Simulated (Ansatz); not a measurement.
# MgSi (P4/mmm): phonons and vibrational spectra

Aim: the phonons of MgSi (P4/mmm) at a cell relaxed beforehand at this level. After the zone centre comes a 2×2×2 q mesh on a 16×16×12 k mesh.

Program: Ansatz 0.2.0. Level of theory: DFT PBEsol, scalar-relativistic, plane waves, norm-conserving pseudopotentials. Results are calculated unless marked as measured.

## Step 1: The structure

The structure is tetragonal, space group P4/mmm (No. 123). Conventional cell: a = 2.938 Å, b = 2.938 Å, c = 3.958 Å, α = 90.00°, β = 90.00°, γ = 90.00°. Nearest to Mg lie 8 Si at 2.87 Å and 4 Mg at 2.94 Å. Si has 8 Mg at 2.87 Å and 4 Si at 2.94 Å nearest. Farther neighbours are not listed.

## Step 2: Modes at Γ

The cell comes from relaxations at this level that are not shown. The zone centre comes first: it holds the modes that light can see, as far as symmetry allows. No field response is asked, since the mesh shows no gap.

input.yaml

```yaml
crystal:
  lattice:
    - [2.9379161965, 0.0, 0.0]
    - [0.0, 2.9379161965, 0.0]
    - [0.0, 0.0, 3.9576587989]
  atoms:
    - { symbol: Mg, position: [0.0, 0.0, 0.0] }
    - { symbol: Si, position: [0.5, 0.5, 0.5] }
kpoints:
  mp_grid: { grid: [16, 16, 12] }
hamiltonian:
  xc: pbesol
  pseudopotentials: { kind: nc }
scf:
  occupations: { method: methfessel_paxton, width: 0.15 }
output:
  eigenvalues: true
phonons:
  method: dfpt
```

Started as:

```sh
> ansatz run input.yaml --threads 4 --pin off --max-ram 7168MiB --backend cpu --events-out ev --progress --plain --runs-dir out
```

Numbers of over 12 decimals in the logs are rounded to 6 here.

What it wrote:

```text
zone centre: on kpoints.mp_grid the ground state, and the responses unless they are solved on pairs of k-points, stand on 567 of the mesh's 3072 k-points, reduced under 8 symmetry operations, with k and −k counted as one. Each operation leaves every solved displacement unchanged or reverses it
Engine: ansatz 0.2.0, aarch64-unknown-linux-gnu
Pseudopotentials: kind: nc
Pseudopotential: Mg, nc, valence charge 10, recommended cutoff 1142.878222 eV (normal), Mg.nc.azcp (PseudoDojo's, or run here from an input of PseudoDojo's: the run reads no file of this project's for it)
Pseudopotential: Si, nc, valence charge 4, recommended cutoff 489.804952 eV (normal), Si.nc.azcp (PseudoDojo's, or run here from an input of PseudoDojo's: the run reads no file of this project's for it)
Functional definition: PBEsol
  exchange = pbesol_x
  correlation = pbesol_c
Crystal: 2 atoms, lattice volume = 34.160 Å³
Basis set: ecut = 1142.878222 eV, 3009 PW (Γ), exchange–correlation on 72×72×90 points (8 copies of the dense FFT grid, shifted against one another)
Bands: 11, of which v1, the nominal top of the filled ones, is band 7 counted from 1 (6 counted from 0)
Symmetry: 16 space group operations
k-points: 567 of 3072 (irreducible under 8 space group operations)
Non-local potential: Mg, projectors of the file, l = 0: 2, l = 1: 2
Non-local potential: Si, projectors of the file, l = 0: 2, l = 1: 2, l = 2: 2
Initial density: superposition of atomic densities (chi_scale 0.1, normalization cell, long waves kept (reshape's long-wave potential 0.00 eV rms))
Initial wavefunctions: pseudopotential atomic-orbital guess
Functional: x = pbesol(κ = 0.804, μ = 0.123457), c = pbesol(β = 0.046)
SCF iter   1: F=—  HF=-1728.836240 eV  |F-HF|=—  |Δ(HF+E_count)|=         —  Δρ=2.24e-2  dr2=1.23e-1  ethr=3.10e-3  ⟨swp⟩=5.4  Hψ=41098  notcnv=0
preconditioner: auto → none  [metal: Δε(μ)=0.004 eV  Ē_g=9.114 eV  σ=0.150 eV  W_gap=0.02  n_scr=6 (ndim 8)  ℏωp=15.6 eV  f_vac=0.000  D(μ)=0.74/eV (n_scr^D=2)  sad-step TF]
SCF iter   2: F=—  HF=-1728.825290 eV  |F-HF|=—  |Δ(HF+E_count)|=   1.09e-2  S|Δr|=    0.00e0  Δρ=1.38e-2  dr2=5.44e-2  ethr=8.81e-4  ⟨swp⟩=1.0  Hψ=10773  notcnv=0
SCF iter   3: F=—  HF=-1728.814693 eV  |F-HF|=—  |Δ(HF+E_count)|=   1.06e-2  S|Δr|=    0.00e0  Δρ=1.44e-3  dr2=4.26e-4  ethr=3.89e-4  ⟨swp⟩=1.0  Hψ=6187  notcnv=0
SCF iter   4: F=—  HF=-1728.814705 eV  |F-HF|=—  |Δ(HF+E_count)|=   1.10e-5  S|Δr|=    0.00e0  Δρ=3.86e-4  dr2=3.71e-5  ethr=3.04e-6  ⟨swp⟩=2.7  Hψ=9831  notcnv=0
SCF iter   5: F=—  HF=-1728.814692 eV  |F-HF|=—  |Δ(HF+E_count)|=   1.28e-5  S|Δr|=    0.00e0  Δρ=1.05e-4  dr2=1.08e-6  ethr=2.65e-7  ⟨swp⟩=2.0  Hψ=7470  notcnv=0
SCF iter   6: F=—  HF=-1728.814688 eV  |F-HF|=—  |Δ(HF+E_count)|=   3.65e-6  S|Δr|=    0.00e0  Δρ=1.90e-5  dr2=2.99e-8  ethr=7.70e-9  ⟨swp⟩=2.1  Hψ=9558  notcnv=0  defer=2
SCF iter   7: F=—  HF=-1728.814688 eV  |F-HF|=—  |Δ(HF+E_count)|=   3.59e-9  S|Δr|=    0.00e0  Δρ=2.66e-6  dr2=7.61e-10  ethr=2.13e-10  ⟨swp⟩=1.1  Hψ=6317  notcnv=0  defer=2
SCF iter   8: F=-1728.814688 eV  HF=-1728.814688 eV  |F-HF|=9.09e-13  |Δ(HF+E_count)|=  1.16e-11  S|Δr|=    0.00e0  Δρ=2.11e-7  dr2=5.19e-12  ethr=1.00e-12  ⟨swp⟩=5.5  Hψ=32313  notcnv=0
SCF 1 converged in 8 iterations: F = -1728.814688 eV  dr2 = 5.19e-12
DFPT response loops at Γ: preconditioner auto → Kerker (q_TF=auto, 2.351 Å⁻¹) (partly filled bands, converged f_vac=0.000); β = 1.00, the filter's whole step (`scf.mixing.beta` (0.50) is not read by the response loops under this deck's `scf.mixing.preconditioner`; to damp them name `kerker` or `kerker_dos`, under which they read `scf.mixing.beta`, and type it under 1.00, their step now; both keys bind the ground state too); Broyden in place of MSR1
SCF converged after 8 iterations
Stability not checked: this state was not tested for a lower state beside it, because cold or Methfessel-Paxton smearing, or corrected tetrahedra, fill the levels in a way that the test cannot read (fill_not_monotonic; see scf.lower_state_search)
Free energy (F): -1728.814688 eV
Harris-Foulkes:  -1728.814688 eV  (|F-HF|=9.09e-13)
Internal energy: -1728.814719 eV  (E = F + TS)
E sigma→0 (E₀):  -1728.814696 eV
Entropy (-TS):   0.000031 eV (0.015 meV/atom)
Fermi energy:    8.385785 eV
Step filling:    the computed levels leave a gap of 0.0000 eV = 0.0 smearing widths at the electron count; against every level under it full and every level over it empty, smearing changes F+E_penalty+E_count by +0.023 meV and its σ→0 estimate by +0.015 meV
--- Per-component energies (eV) ---
  E_band       = -317.855339
  E_kinetic    = 964.385307
  E_local      = -1709.441785  (includes V_loc(G=0)·N_el)
  E_nonlocal   = -476.605709
  E_hartree    = 612.693290
  E_xc         = -254.389569
  E_vxc        = -321.579772  (∫ρ·V_xc dr)
  E_ewald      = -865.456253
  E_smearing   = 0.000031  (= −TS)
  E_closure    = -0.000000  (closes the sum)
  Σ components = -1728.814688   (vs F -1728.814688, Δ=0.00e0)
--- Band table (eV; the first three rows and the last of 567) ---
  k-point 0: bands = [... 3 lower, -34.3200, -2.8711, 6.0184, 8.0511, 12.4128, 12.4128, 13.5854, 16.3852]
  k-point 1: bands = [... 3 lower, -34.3201, -2.8175, 5.3205, 8.8710, 12.4450, 12.4450, 13.6450, 16.4373]
  k-point 2: bands = [... 3 lower, -34.3204, -2.6604, 4.2056, 10.3539, 12.5371, 12.5371, 13.8217, 16.5899]
  k-point 566: bands = [... 3 lower, -34.3125, 4.9408, 6.0807, 6.0807, 7.6104, 9.5400, 9.5400, 9.6220]
--- Phonons (Γ-DFPT): 4 representative perturbations + reference, on 567 of 3072 k-points (Σ response iterations 11) ---
  k mesh reduced under 8 symmetry operations, with k and −k counted as one. Each operation leaves every solved displacement unchanged or reverses it
  ASR residual: 9.017e-3 → 0.000e0 eV/Å²; symmetrization residual: 4.871e-6 eV/Å²
  ASR residual per site (eV/Å²): 9.02e-3 7.15e-5
  Γ frequencies (cm⁻¹): 0.00 0.00 0.00 205.21 205.21 298.30
  non-analytic LO–TO correction: not included (Born effective charges unavailable; polar crystals: no LO–TO splitting at Γ)
```

Run time: 53 s. Hardware: 4 threads of Arm Neoverse V2, shared host; peak memory 2 GiB.

The column dr2 measures how far the density is from self-consistency, as an energy; F and HF (Harris–Foulkes) agree once it is small.

This step gave:

| Property | Result |
| --- | --- |
| volume per atom | 17.08 Å³ |
| gap on the k-mesh | 0 eV |
| sum-rule residual before enforcement | 0.009017 eV/Å² |
| point group | 4/mmm |
| highest optical mode at the zone centre (no LO-TO term) | 298.3 cm⁻¹ |
| lowest optical zone-centre mode | 205.2 cm⁻¹ |

Patterns of degenerate modes are one choice out of their space. Modes at Γ, with each element's share of the kinetic energy:

| mode | frequency (cm⁻¹) | symmetry | Mg % | Si % |
| --- | --- | --- | --- | --- |
| 1 | 0.0 | acoustic | 46 | 54 |
| 2 | 0.0 | acoustic | 46 | 54 |
| 3 | 0.0 | acoustic | 46 | 54 |
| 4 | 205.2 | Eu | 54 | 46 |
| 5 | 205.2 | Eu | 54 | 46 |
| 6 | 298.3 | A2u | 54 | 46 |

Displacements in mode 5 (205.2 cm⁻¹), the largest set to 1:
```
Mg1  0.00  1.00  0.00
Si2  0.00 -0.87  0.00
```

Displacements in mode 6 (298.3 cm⁻¹), the largest set to 1:
```
Mg1  0.00  0.00  1.00
Si2  0.00  0.00 -0.87
```

Before it was imposed, the acoustic sum rule was missed by 0.0090 eV/Å². Small misses are needed for a sound result but don't prove that mesh and cutoff are converged. The lowest optical mode is real, 205 cm⁻¹.

## Step 3: Response at finite wavevector

Stability and thermal properties need the whole zone. Linear response on a 2×2×2 q mesh gives force constants as far as a supercell of that size would.

Edit input.yaml of step 2 so:

```diff
@@ -19 +19,9 @@
   method: dfpt
+  qmesh: [2, 2, 2]
+  temperatures: { t_max: 1000, t_step: 50 }
+  qpath:
+    path:
+      - [[0.0, 0.0, 0.0], [0.0, 0.5, 0.0], [0.5, 0.5, 0.0], [0.0, 0.0, 0.0], [0.0, 0.0, 0.5], [0.0, 0.5, 0.5], [0.5, 0.5, 0.5], [0.0, 0.0, 0.5]]
+      - [[0.0, 0.5, 0.0], [0.0, 0.5, 0.5]]
+      - [[0.5, 0.5, 0.0], [0.5, 0.5, 0.5]]
+    npoints: 10
```

What it wrote:

```text
[...]
Crystal: 2 atoms, lattice volume = 34.160 Å³
Basis set: ecut = 1142.878222 eV, 3009 PW (Γ), exchange–correlation on 72×72×90 points (8 copies of the dense FFT grid, shifted against one another)
Bands: 11, of which v1, the nominal top of the filled ones, is band 7 counted from 1 (6 counted from 0)
Symmetry: 16 space group operations
k-points: 315 of 3072
[...]
SCF iter   1: F=—  HF=-1728.836238 eV  |F-HF|=—  |Δ(HF+E_count)|=         —  Δρ=2.24e-2  dr2=1.23e-1  ethr=3.10e-3  ⟨swp⟩=5.4  Hψ=22835  notcnv=0
[...]
SCF iter   8: F=-1728.814688 eV  HF=-1728.814688 eV  |F-HF|=2.27e-13  |Δ(HF+E_count)|=  1.16e-11  S|Δr|=    0.00e0  Δρ=2.09e-7  dr2=5.10e-12  ethr=1.00e-12  ⟨swp⟩=5.6  Hψ=18002  notcnv=0
SCF 1 converged in 8 iterations: F = -1728.814688 eV  dr2 = 5.10e-12
[...]
iter 1 solved again at ethr=9.89e-8 eV; its pass at ethr=3.10e-3 eV (dr2=1.39e-5 eV) is discarded
SCF iter   1: F=—  HF=-1728.814691 eV  |F-HF|=—  |Δ(HF+E_count)|=         —  Δρ=4.59e-7  dr2=4.34e-11  ethr=9.89e-8  ⟨swp⟩=3.9  Hψ=34426  notcnv=0
eigensolver tolerance schedule: the retry pair's looser diagonalisation over-reported the residual by 318781.03 of it (diagonalisation noise at an unbounded share of the residual, at the tolerance the schedule requests for it); recorded, not acted on — ethr = c·dr2/N_el stays at c = 1.0e-1
[...]
SCF iter   2: F=—  HF=-1728.814688 eV  |F-HF|=—  |Δ(HF+E_count)|=   2.58e-6  S|Δr|=    0.00e0  Δρ=3.13e-7  dr2=1.96e-11  ethr=1.00e-12  ⟨swp⟩=3.4  Hψ=8032  notcnv=0
SCF iter   3: F=-1728.814688 eV  HF=-1728.814688 eV  |F-HF|=3.18e-12  |Δ(HF+E_count)|=  4.32e-12  S|Δr|=    0.00e0  Δρ=1.73e-7  dr2=5.65e-12  ethr=1.00e-12  ⟨swp⟩=4.0  Hψ=12135  notcnv=0
SCF 2 converged in 3 iterations: F = -1728.814688 eV  dr2 = 5.65e-12
phonons: the bands overlap, so this run is a metal and interpolates without the dipole-dipole term. If the crystal is really an insulator or semiconductor, its LO-TO splitting is missing
NSCF: frozen V_eff on 315 k-points
[...]
DFPT response loops at q = (0, 0, 0) (fractional): preconditioner auto → Kerker (q_TF=auto, 2.351 Å⁻¹) (partly filled bands, converged f_vac=0.000); β = 1.00, the filter's whole step (`scf.mixing.beta` (0.50) is not read by the response loops under this deck's `scf.mixing.preconditioner`; to damp them name `kerker` or `kerker_dos`, under which they read `scf.mixing.beta`, and type it under 1.00, their step now; both keys bind the ground state too); Broyden in place of MSR1
[...]
SCF converged after 8 iterations
[...]
Free energy (F): -1728.814688 eV
[...]
Internal energy: -1728.814719 eV  (E = F + TS)
E sigma→0 (E₀):  -1728.814696 eV
Entropy (-TS):   0.000031 eV (0.015 meV/atom)
Fermi energy:    8.385785 eV
[...]
--- Band table (eV; the first three rows and the last of 315) ---
  k-point 0: bands = [... 3 lower, -34.3200, -2.8711, 6.0184, 8.0511, 12.4128, 12.4128, 13.5854, 16.3852]
  k-point 1: bands = [... 3 lower, -34.3201, -2.8175, 5.3205, 8.8710, 12.4450, 12.4450, 13.6450, 16.4373]
  k-point 2: bands = [... 3 lower, -34.3204, -2.6604, 4.2056, 10.3539, 12.5371, 12.5371, 13.8217, 16.5899]
  k-point 314: bands = [... 3 lower, -34.3125, 4.9408, 6.0807, 6.0807, 7.6104, 9.5400, 9.5400, 9.6220]
--- Phonons (Γ-DFPT): 4 representative perturbations + reference (Σ response iterations 10) ---
  ASR residual: 8.976e-3 → 0.000e0 eV/Å²; symmetrization residual: 1.199e-5 eV/Å²
  ASR residual per site (eV/Å²): 8.98e-3 8.02e-5
  Γ frequencies (cm⁻¹): 0.00 0.00 0.00 205.21 205.21 298.30
--- Phonons (arbitrary-q DFPT): 6 irreducible q on the 2×2×2 mesh ---
  q = [0.0000, 0.0000, 0.0000] (star 1, of the zone-centre solve; hermiticity 5.61e-6, symmetrization 9.35e-16): -0.00 -0.00 0.00 205.21 205.21 298.30
  q = [0.0000, 0.0000, -0.5000] (star 1, 4 solved perturbations in 1764 linear systems a pass and spin channel, the states on 567 of 3072 k-point pairs; hermiticity 3.07e-14, symmetrization 2.25e-12, the responses' own estimated error 6.7e-5 eV/Å²): 112.63 112.63 141.16 141.16 223.53 233.79
  q = [0.0000, -0.5000, 0.0000] (star 2, 6 solved perturbations on 567 of 3072 k-point pairs; hermiticity 2.63e-14, symmetrization 1.84e-14, the responses' own estimated error 7.6e-5 eV/Å²): 121.92 123.14 185.84 203.36 203.51 314.53
[...]
sum rule: each row above includes the acoustic sum rule's correction from the zone centre's row sums; it moved no ω² by more than (10.02 cm⁻¹)²
  mesh force constants: q→R imaginary residual 2.21e-17; ASR residual 8.976e-3 → 0.000e0 eV/Å²; symmetrization residual 1.776e-15 eV/Å²
  interpolated dispersion: 93 rows × 6 modes
  density of states and harmonic sums: on the 22×22×16 q-mesh, interpolated from the force constants of a 2×2×2 supercell (no non-analytic term)
  largest difference from the sums on the solved wave vectors: F 1.02e-1 eV, S 1.36e-4 and C_V 3.54e-5 eV/K
  zero-point energy: 0.064261 eV/cell   skipped modes (ω ≤ 0): 514, of them read as no rigid motion or as one in doubt: 511 (7.224e-1 modes/cell left out, lowest -150.93 cm⁻¹)   left out of the sums: 1.20e-1 of the cell's modes: C_V's classical limit lies that fraction below 3 k_B per atom; for a crystal, a wire or a layer, F and S can be off by more, and a phonons.interpolated_qmesh denser along its periods is the remedy for the sampling
```

Elapsed: 3.7 min, on 4 threads; peak memory 2 GiB.

This step gave:

| Quantity | Value |
| --- | --- |
| sum-rule residual before enforcement | 0.008976 eV/Å² |
| lowest frequency on the path | -150.9 cm⁻¹ |
| highest frequency on the path or at a solved wavevector | 333.6 cm⁻¹ |
| lowest mode on the q mesh (acoustic modes at Γ apart) | -150.9 cm⁻¹ |

Frequencies (cm⁻¹) solved at each irreducible wavevector; negative means imaginary. Frequencies by wavevector, by row:

| q in reciprocal lattice units | star | mode 1 | mode 2 | mode 3 | mode 4 | mode 5 | mode 6 |
| --- | --- | --- | --- | --- | --- | --- | --- |
| 0 0 0 | 1 | 0 | 0 | 0 | 205.2 | 205.2 | 298.3 |
| 0 0 -0.5 | 1 | 112.6 | 112.6 | 141.2 | 141.2 | 223.5 | 233.8 |
| 0 -0.5 0 | 2 | 121.9 | 123.1 | 185.8 | 203.4 | 203.5 | 314.5 |
| 0 -0.5 -0.5 | 2 | -133.3 | 127.3 | 148.6 | 208.5 | 265.7 | 333.6 |
| -0.5 -0.5 0 | 1 | -72.5 | -72.5 | 195.9 | 222.4 | 305.5 | 305.5 |
| -0.5 -0.5 -0.5 | 1 | -150.9 | -150.9 | 192.8 | 263.3 | 292.9 | 292.9 |

[end of part 1 of 2]

[Logs are printed without paths, hosts, clocks, repeated set-up lines and the standing remarks that a program may print on its own settings, such as how far it seeks lower states.]

[Hosts, paths, dates, database ids (printed as entryN), source tags and the programs' standing remarks are cut or masked in the printed files.]
